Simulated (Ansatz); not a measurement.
# I on Pt(100): change of the work function, part 2 of 2

Aim: the work function of Pt(100) at several coverages of I (top site), and the dipole that each adsorbate carries.

Ansatz 0.2.0; plane-wave DFT, PBE, Ansatz PAW (the session's first sound run).

So far, work function, upper face (eV): step 2 (the clean slab) 5.65; step 3 (17 atoms, coverage 0.25 ML, cell 2x2) 5.49; step 4 (18 atoms, coverage 0.5 ML, cell 2x2) 5.09.

## 5. The covered slab, k-mesh 11×11×1, coverage 1 ML

System of this step: Pt4I (I/Pt(100)). The cell holds 5 atoms: 4 Pt and 1 I. Cell: a = 2.772 Å, b = 2.772 Å, c = 26.814 Å, α = 90.0°, β = 90.0°, γ = 90.0°. Vacuum lies along c.

Contents of input.yaml:

```yaml
crystal:
  lattice:
    - [2.7718585823, 0.0, 0.0]
    - [0.0, 2.7718585823, 0.0]
    - [0.0, 0.0, 26.8139258608]
  atoms:
    - { symbol: Pt, position: [0.5, 0.5, 0.3356464863] }
    - { symbol: Pt, position: [0.0, 0.0, 0.4087428322] }
    - { symbol: Pt, position: [0.5, 0.5, 0.4832888893] }
    - { symbol: Pt, position: [0.0, 0.0, 0.5566669326] }
    - { symbol: I, position: [0.0, 0.0, 0.6643535137] }
kpoints:
  mp_grid: { grid: [11, 11, 1] }
hamiltonian:
  xc: pbe
scf:
  occupations: { method: fermi_dirac, width: 0.1 }
  convergence: { dr2_threshold: 1.0e-08 }
efield:
  axis: 3
  dipole_correction: true
  ramp_position: 0.97
  ramp_width: 0.06
relax:
  f_tol: 0.02
  max_steps: 60
  constraints: [{ sites: [0, 1] }]
output:
  bader: true
  write_potential: true
  write_density: true
  volumetric_format: npy
```

The run is started by

```sh
$ ansatz run input.yaml --threads 4 --pin off --max-ram 12288MiB --backend cpu --events-out ev --progress --plain --runs-dir out
```

Elapsed: 39 s, on 4 threads of Arm Neoverse V1, shared host; peak memory 0.62 GiB.

Relaxation path:

```csv
step,energy less that of the first step (eV),largest force component (eV/Å)
1,0.0000,0.3051
2,0.0026,0.3042
3,-0.0070,0.0297
4,-0.0071,0.0088
5,-0.0072,0.0068
```

Relaxation step 2 was tried and not accepted.

Forces are held to the 8 operations that the run works with; a distortion that breaks them can't arise in this run.

The atoms that moved most (Å):

```csv
atom,dx,dy,dz,length
Pt4,0.000,0.000,0.051,0.051
I5,0.000,0.000,0.006,0.006
```

The relaxed structure:

```xyz
5
Lattice="2.7719 0.0000 0.0000 0.0000 2.7719 0.0000 0.0000 0.0000 26.8139" Properties=species:S:1:pos:R:3
Pt    1.3859    1.3859    9.0000
Pt    0.0000    0.0000   10.9600
Pt    1.3859    1.3859   12.9624
Pt    0.0000    0.0000   14.9776
I     0.0000    0.0000   17.8204
```

The relaxation took 5 steps and lowered the energy by 0.0072 eV; the largest force on the free atoms ends at 0.0068 eV/Å.

The covered face has 3.43 eV, -2.21 eV against the clean one; the bare back face has moved by +0.02 eV, a measure of how thin the slab is.

## 6. Work function against coverage

This step: plane-wave DFT, PBE, Ansatz PAW; work function against coverage (Ansatz 0.2.0).

The runs are now put side by side.

Numbers from this step:

| Property | Result |
| --- | --- |
| work function of the clean face | 5.647 eV |
| largest change of the work function | -2.213 eV |

Table of work function of the covered face by coverage:

```csv
coverage (adsorbates/nm²),work function of the covered face (eV)
0.00,5.65
3.25,5.49
6.51,5.09
13.02,3.43
```

The dipole per adsorbate comes from the change of the cell's dipole. Coverage, by row:

```csv
coverage (1/nm²),coverage (ML),work function (eV),change (eV),"dipole per adsorbate, positive end outwards (debye)",mean height of the added atoms over the highest substrate atom (Å)
3.254,0.25,5.494,-0.1529,0.139,2.549
6.508,0.5,5.09,-0.5576,0.237,2.552
13.02,1,3.434,-2.213,0.455,2.843
```

## 7. The 0.25 ML cell at another level of theory, cutoff 750 eV, functional PBE

This step: plane-wave DFT, PBE, JTH PAW (Ansatz 0.2.0).

System of this step: Pt16I (I/Pt(100)). The cell holds 17 atoms: 16 Pt and 1 I. Cell: a = 5.544 Å, b = 5.544 Å, c = 26.814 Å, α = 90.0°, β = 90.0°, γ = 90.0°. Vacuum lies along c.

The geometry is kept and the functional is PBE; other changes against the main runs: JTH PAW files and cutoff 420 → 750.

Contents of input.yaml:

```yaml
crystal:
  lattice:
    - [5.5437171646, 0.0, 0.0]
    - [0.0, 5.5437171646, 0.0]
    - [0.0, 0.0, 26.8139258608]
  atoms:
    - { symbol: Pt, position: [0.25, 0.25, 0.3356464863] }
    - { symbol: Pt, position: [0.0, 0.0, 0.4087428322] }
    - { symbol: Pt, position: [0.2488740385, 0.2488740385, 0.4835583978] }
    - { symbol: Pt, position: [0.0, 0.0, 0.561349294] }
    - { symbol: Pt, position: [0.25, 0.75, 0.3356464863] }
    - { symbol: Pt, position: [0.0, 0.5, 0.4087428322] }
    - { symbol: Pt, position: [0.2488740385, 0.7511259615, 0.4835583978] }
    - { symbol: Pt, position: [0.0, 0.5, 0.5566762858] }
    - { symbol: Pt, position: [0.75, 0.25, 0.3356464863] }
    - { symbol: Pt, position: [0.5, 0.0, 0.4087428322] }
    - { symbol: Pt, position: [0.7511259615, 0.2488740385, 0.4835583978] }
    - { symbol: Pt, position: [0.5, 0.0, 0.5566762858] }
    - { symbol: Pt, position: [0.75, 0.75, 0.3356464863] }
    - { symbol: Pt, position: [0.5, 0.5, 0.4087428322] }
    - { symbol: Pt, position: [0.7511259615, 0.7511259615, 0.4835583978] }
    - { symbol: Pt, position: [0.5, 0.5, 0.5569622299] }
    - { symbol: I, position: [0.0, 0.0, 0.656421235] }
kpoints:
  mp_grid: { grid: [6, 6, 1] }
hamiltonian:
  xc: pbe
  pseudopotentials: { kind: paw, source: jth }
scf:
  occupations: { method: fermi_dirac, width: 0.1 }
  convergence: { dr2_threshold: 1.0e-08 }
efield:
  axis: 3
  dipole_correction: true
  ramp_position: 0.97
  ramp_width: 0.06
output:
  write_potential: true
  write_density: true
  volumetric_format: npy
```

Run time: 2.2 min. Hardware: 4 threads; peak memory 4.8 GiB.

Numbers from this step:

* energy at zero smearing: -167827.2314 eV
* work function, upper face: 5.496 eV
* work function, lower face: 5.669 eV
* dipole along the normal: 0.02944 e·Å
* step between the vacuum levels: -0.1733 eV

The work function comes to 5.50 eV, +0.00 eV from the first level.

## 8. The 0.25 ML cell at another level of theory, cutoff 1142.88 eV, functional PBE

This step: plane-wave DFT, PBE, norm-conserving (Ansatz 0.2.0).

The geometry is kept and the functional is PBE; other changes against the main runs: norm-conserving files and cutoff 420 → 1142.88.

input.yaml: that of step 7 with these lines changed.

```diff
@@ -27,3 +27,3 @@
   xc: pbe
-  pseudopotentials: { kind: paw, source: jth }
+  pseudopotentials: { kind: nc }
 scf:
```

The job ended after 5.8 min (4 threads; peak memory 11 GiB; 23 min of CPU time).

This step gave:

* energy at zero smearing: -57153.6769 eV
* work function, upper face: 5.491 eV
* work function, lower face: 5.662 eV
* dipole along the normal: 0.02901 e·Å
* step between the vacuum levels: -0.1708 eV

The work function comes to 5.49 eV, -0.00 eV from the first level.

## 9. The 0.25 ML cell at another level of theory, cutoff 420 eV, functional revpbe

This step: plane-wave DFT, revPBE, Ansatz PAW (Ansatz 0.2.0).

The geometry is kept and the functional is revPBE.

input.yaml: that of step 8 with these lines changed.

```diff
@@ -26,4 +26,3 @@
 hamiltonian:
-  xc: pbe
-  pseudopotentials: { kind: nc }
+  xc: revpbe
 scf:
```

Elapsed: 76 s, on 4 threads; peak memory 3.5 GiB.

The work function comes to 5.42 eV, -0.08 eV from the first level.

## 10. The 0.25 ML cell at another level of theory, cutoff 420 eV, functional LDA

This step: plane-wave DFT, LDA, Ansatz PAW (Ansatz 0.2.0).

The geometry is kept and the functional is LDA.

input.yaml: that of step 9 with these lines changed.

```diff
@@ -26,3 +26,3 @@
 hamiltonian:
-  xc: revpbe
+  xc: lda
 scf:
```

Elapsed: 71 s, on 4 threads; peak memory 3.4 GiB.

The work function comes to 5.71 eV, +0.22 eV from the first level.

## 11. The series together

Times are for 4 threads of Arm Neoverse V1, shared host. Results by setting:

```csv
no.,functional,"work function, upper face (eV)",dipole along the normal (e·Å),time,memory (GiB)
1,pbe,5.496,0.02944,2.2 min,4.8
2,pbe,5.491,0.02901,5.8 min,11
3,revpbe,5.419,0.01678,76 s,3.5
4,lda,5.714,0.05652,71 s,3.4
```

## 12. A changed input: hamiltonian.dispersion = "d4"

This step: plane-wave DFT, PBE, Ansatz PAW, but for the change named below (Ansatz 0.2.0).

System of this step: Pt4I (I/Pt(100)). The cell holds 5 atoms: 4 Pt and 1 I. Cell: a = 2.772 Å, b = 2.772 Å, c = 26.814 Å, α = 90.0°, β = 90.0°, γ = 90.0°. Vacuum lies along c.

A run with a changed input: it repeats the earlier run at 1 ML with hamiltonian.dispersion to d4.

input.yaml, the sections that differ from step 10:

```yaml
crystal:
  lattice:
    - [2.7718585823, 0.0, 0.0]
    - [0.0, 2.7718585823, 0.0]
    - [0.0, 0.0, 26.8139258608]
  atoms:
    - { symbol: Pt, position: [0.5, 0.5, 0.3356464863] }
    - { symbol: Pt, position: [0.0, 0.0, 0.4087428322] }
    - { symbol: Pt, position: [0.5, 0.5, 0.4832888893] }
    - { symbol: Pt, position: [0.0, 0.0, 0.5566669326] }
    - { symbol: I, position: [0.0, 0.0, 0.6643535137] }
kpoints:
  mp_grid: { grid: [11, 11, 1] }
hamiltonian:
  xc: pbe
  dispersion: d4
relax:
  f_tol: 0.02
  max_steps: 60
  constraints: [{ sites: [0, 1] }]
output:
  bader: true
  write_potential: true
  write_density: true
  volumetric_format: npy
# scf, efield: as in step 10
```

Elapsed: 29 s, on 4 threads; peak memory 0.62 GiB.

The steps of the relaxation:

```csv
step,energy less that of the first step (eV),largest force component (eV/Å)
1,0.0000,0.3261
2,-0.0205,0.3386
3,-0.0259,0.0520
4,-0.0266,0.0071
```

Forces are held to the 8 operations that the run works with; a distortion that breaks them can't arise in this run.

The atoms that moved most (Å):

```csv
atom,dx,dy,dz,length
I5,0.000,0.000,-0.187,0.187
Pt3,0.000,0.000,-0.038,0.038
Pt4,0.000,0.000,-0.011,0.011
```

Final coordinates:

```
Pt I
1.0
     2.77186    0.00000    0.00000
     0.00000    2.77186    0.00000
     0.00000    0.00000   26.81393
Pt I
4 1
Cartesian
  1.3859 1.3859 9.0000
  0.0000 0.0000 10.9600
  1.3859 1.3859 12.9213
  0.0000 0.0000 14.9153
  0.0000 0.0000 17.6264
```

This step gave:

| Item | Value |
| --- | --- |
| energy at zero smearing | -57605.1071 eV |
| work function, upper face | 3.276 eV |
| work function, lower face | 5.660 eV |
| dipole along the normal | 0.1012 e·Å |
| step between the vacuum levels | -2.384 eV |

```csv
quantity,this run,earlier run,difference
"work function, upper face (eV)",3.276,3.434,-0.16
"work function, lower face (eV)",5.660,5.665,-0.0050
dipole along the normal (e·Å),0.1012,0.09474,0.0065
```

What moves beyond 0.01 in its unit (for the dipole 0.5 % and 5e-5 e·Å): work function, upper face (-0.158 eV) and dipole along the normal (+0.00649 e·Å).

## 13. The same run with other settings: kpoints.mp_grid.shift = [0.5, 0.5, 0.0]

This step: plane-wave DFT, PBE, Ansatz PAW (Ansatz 0.2.0).

System of this step: Pt(100). The cell holds 4 atoms: 4 Pt. Cell: a = 2.772 Å, b = 2.772 Å, c = 23.880 Å, α = 90.0°, β = 90.0°, γ = 90.0°. Vacuum lies along c.

Another changed input: it repeats the earlier run at 0 ML with kpoints.mp_grid.shift to [0.5, 0.5, 0.0].

input.yaml, the sections that differ from step 12:

```yaml
crystal:
  lattice:
    - [2.7718585823, 0.0, 0.0]
    - [0.0, 2.7718585823, 0.0]
    - [0.0, 0.0, 23.88]
  atoms:
    - { symbol: Pt, position: [0.5, 0.5, 0.3768844221] }
    - { symbol: Pt, position: [0.0, 0.0, 0.458961474] }
    - { symbol: Pt, position: [0.5, 0.5, 0.541038526] }
    - { symbol: Pt, position: [0.0, 0.0, 0.6231155779] }
kpoints:
  mp_grid: { grid: [11, 11, 1], shift: [0.5, 0.5, 0.0] }
hamiltonian:
  xc: pbe
output:
  write_potential: true
  write_density: true
  volumetric_format: npy
# scf, efield, relax: as in step 12
```

The job ended after 17 s (4 threads; peak memory 0.51 GiB).

Relaxation path:

```csv
step,energy less that of the first step (eV),largest force component (eV/Å)
1,0.0000,0.2198
2,-0.0006,0.1629
3,-0.0090,0.0284
4,-0.0091,0.0010
```

Forces are held to the 8 operations that the run works with; a distortion that breaks them can't arise in this run.

The atoms that moved most (Å):

```csv
atom,dx,dy,dz,length
Pt4,0.000,0.000,0.064,0.064
Pt3,0.000,0.000,0.049,0.049
```

The relaxed structure:

```xyz
4
Lattice="2.7719 0.0000 0.0000 0.0000 2.7719 0.0000 0.0000 0.0000 23.8800" Properties=species:S:1:pos:R:3
Pt    1.3859    1.3859    9.0000
Pt    0.0000    0.0000   10.9600
Pt    1.3859    1.3859   12.9687
Pt    0.0000    0.0000   14.9441
```

This step gave:

| Item | Value |
| --- | --- |
| energy at zero smearing | -50090.3253 eV |
| work function, upper face | 5.656 eV |
| dipole along the normal | -1.51e-4 e·Å |

```csv
quantity,this run,earlier run,difference
"work function, upper face (eV)",5.656,5.647,0.0091
dipole along the normal (e·Å),-1.51e-4,-7.79e-5,-7.3e-5
```

What moves beyond 0.01 in its unit (for the dipole 0.5 % and 5e-5 e·Å): dipole along the normal (-7.33e-05 e·Å).

## 14. Summary of results

* work function of the clean face: 5.65 eV
* work function at 0.25 ML: 5.49 eV
* work function at 0.5 ML: 5.09 eV
* work function at 1 ML: 3.43 eV
* dipole per adsorbate at 0.25 ML, positive end outwards: 0.14 D

In words: I lowers the work function of Pt(100) at the lowest coverage, by 0.15 eV: the adsorbate layer has its positive end outwards. At the highest coverage the adsorbates are pressed to about 2.8 Å, closer than unbonded atoms of this kind usually come, so a real layer may not reach it. The slab has 4 layers, at the tabulated experimental lattice constant, one starting site was run, and quantum-size effects of a slab this thin can reach one or two tenths of an eV.

[Logs are printed without paths, hosts, clocks, repeated set-up lines and the standing remarks that a program may print on its own settings, such as how far it seeks lower states.]

[Hosts, paths, dates, database ids (printed as entryN), source tags and the programs' standing remarks are cut or masked in the printed files.]

[Maps of the electrostatic potential energy from Ansatz leave out the sawtooth potential of an applied field or a dipole correction, so their vacuum need not be flat; planar profiles and work functions include it.]
